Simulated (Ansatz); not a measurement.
# Surface energy of Ru(110) slab (three-index Miller notation) (20 atoms)

What is the surface energy of this cell, counted against the bulk crystal, and how far does it hang on functional and mesh?

Calculated with Ansatz 0.2.0: Kohn-Sham DFT, PBE, PAW (set soft_2), plane waves; cutoff 420 eV, fermi-dirac smearing of 0.1 eV. Cutoffs: 420 eV for PBE and PBEsol; 500 eV for r2SCAN.

**The cells**

The cell holds 20 atoms: 20 Ru. Its edges and angles: a = 4.703 Å, b = 4.280 Å, c = 27.218 Å, α = 90.0°, β = 90.0°, γ = 90.0°. It derives from Ru. The starting structure: Slab of Ru cut on (1 1 0), 12.2 Å thick, 1 x 1 surface cells, both faces free, 15 Å of vacuum; not relaxed. Lattice constants are starting values near those of PBE. Vacuum lies along c.

The bulk reference is Ru2 in a cell of 2 atoms, 13.661 Å³ an atom.

The input of the single point on the relaxed cell:

```yaml
crystal:
  lattice:
    - [4.70252, 0.0, 0.0]
    - [0.0, 4.28, 0.0]
    - [0.0, 0.0, 27.2175]
  atoms:
    - { symbol: Ru, position: [0.00405, 1.0, 0.278] }
    - { symbol: Ru, position: [0.32928, 0.5, 0.278] }
    - { symbol: Ru, position: [0.50735, 1.0, 0.32462] }
    - { symbol: Ru, position: [0.82598, 0.5, 0.32462] }
    [... 14 atom lines left out ...]
    - { symbol: Ru, position: [0.50405, 1.0, 0.722] }
    - { symbol: Ru, position: [0.82928, 0.5, 0.722] }
kpoints:
  mp_grid: { grid: [8, 8, 1] }
hamiltonian:
  xc: pbe
scf:
  occupations: { method: fermi_dirac, width: 0.1 }
output:
  forces: true
  populations: true
  dos:
    method: { smearing: { sigma: 0.08 } }
    de: 0.1
    projected: { site_lists: { Ru: [Ru] } }
  eigenvalues: true
  write_density: true
  write_potential: true
  volumetric_format: npy
```

| cell | formula | k-mesh | relaxation steps | gain on relaxing (eV) | free energy, PBE (eV) | time of its runs on this page |
| --- | --- | --- | --- | --- | --- | --- |
| Ru(110) slab (three-index Miller notation) | Ru20 | 8×8×1 (relaxed on 5×6×1) | 4 | 0.17 | -117565.661 | 35 s |
| bulk Ru | Ru2 | 23×23×13 | - | - | -11757.403 | 22 s |

**Surface energy**

The excess is the cell's free energy less 10 times that of the bulk cell. It is divided by twice the area, as the cell holds two faces, so the value is their mean, and they need not be alike (20.13 Å²), with 1 eV/Å² = 16.022 J/m².

| level | k-mesh | excess (eV) | surface energy (J/m²) | per area (meV/Å²) |
| --- | --- | --- | --- | --- |
| PBE | 8×8×1 | 8.372 | 3.332 | 208.0 |
| PBE, denser mesh | 10×11×1 | 8.392 | 3.340 | 208.5 |
| r2SCAN | 8×8×1 | 9.089 | 3.618 | 225.8 |
| PBEsol | 8×8×1 | 9.636 | 3.835 | 239.4 |

Worked for the first row at PBE: (-117565.661) − 10 × (-11757.403) = 8.372 eV (from unrounded energies).

Then 8.372 / (2 × 20.13) × 16.022 = 3.332 J/m².

**Neighbours**

Bonds by pair of elements; cutoffs follow the first minimum of g(r), held within bounds set by covalent radii, and pairs that aren't listed don't count as bonded:

| pair A-B | cutoff (Å) | bonds | mean length (Å) | spread (Å) | shortest (Å) | B about A | A about B |
| --- | --- | --- | --- | --- | --- | --- | --- |
| Ru-Ru | 3.12 | 108 | 2.68 | 0.04 | 2.61 | 10.8 | 10.8 |

How many atoms have how many bonded neighbours:

| element | mean | 7 | 11 | 12 |
| --- | --- | --- | --- | --- |
| Ru | 10.8 | 4 | 4 | 12 |

**Findings**

At PBE the surface energy is 3.33 J/m². At the same geometries the levels give 3.33 (PBE) to 3.84 J/m² (PBEsol) and the denser mesh leaves it within 0.01 J/m². Relaxing the atoms lowered it by 0.069 J/m² from the start (on the 5×6×1 mesh of the relaxation), and the farthest atom moved 0.07 Å. By these cutoffs 8 of 20 Ru atoms differ from the commonest count of 12.

Limits: The cell edges were held, so the lattice is the typed one for every functional. Cell and bulk are sampled on unlike meshes, and the error grows with the number of atoms subtracted. These are free energies under a smearing of 0.1 eV, whose entropy term isn't removed. In some runs the program notes that the exchange-correlation potential is rough where the density is thin and positions were snapped to a detected symmetry.

[Logs are printed without paths, hosts, clocks, repeated set-up lines and the standing remarks that a program may print on its own settings, such as how far it seeks lower states.]

[Hosts, paths, dates, database ids (printed as entryN), source tags and the programs' standing remarks are cut or masked in the printed files.]
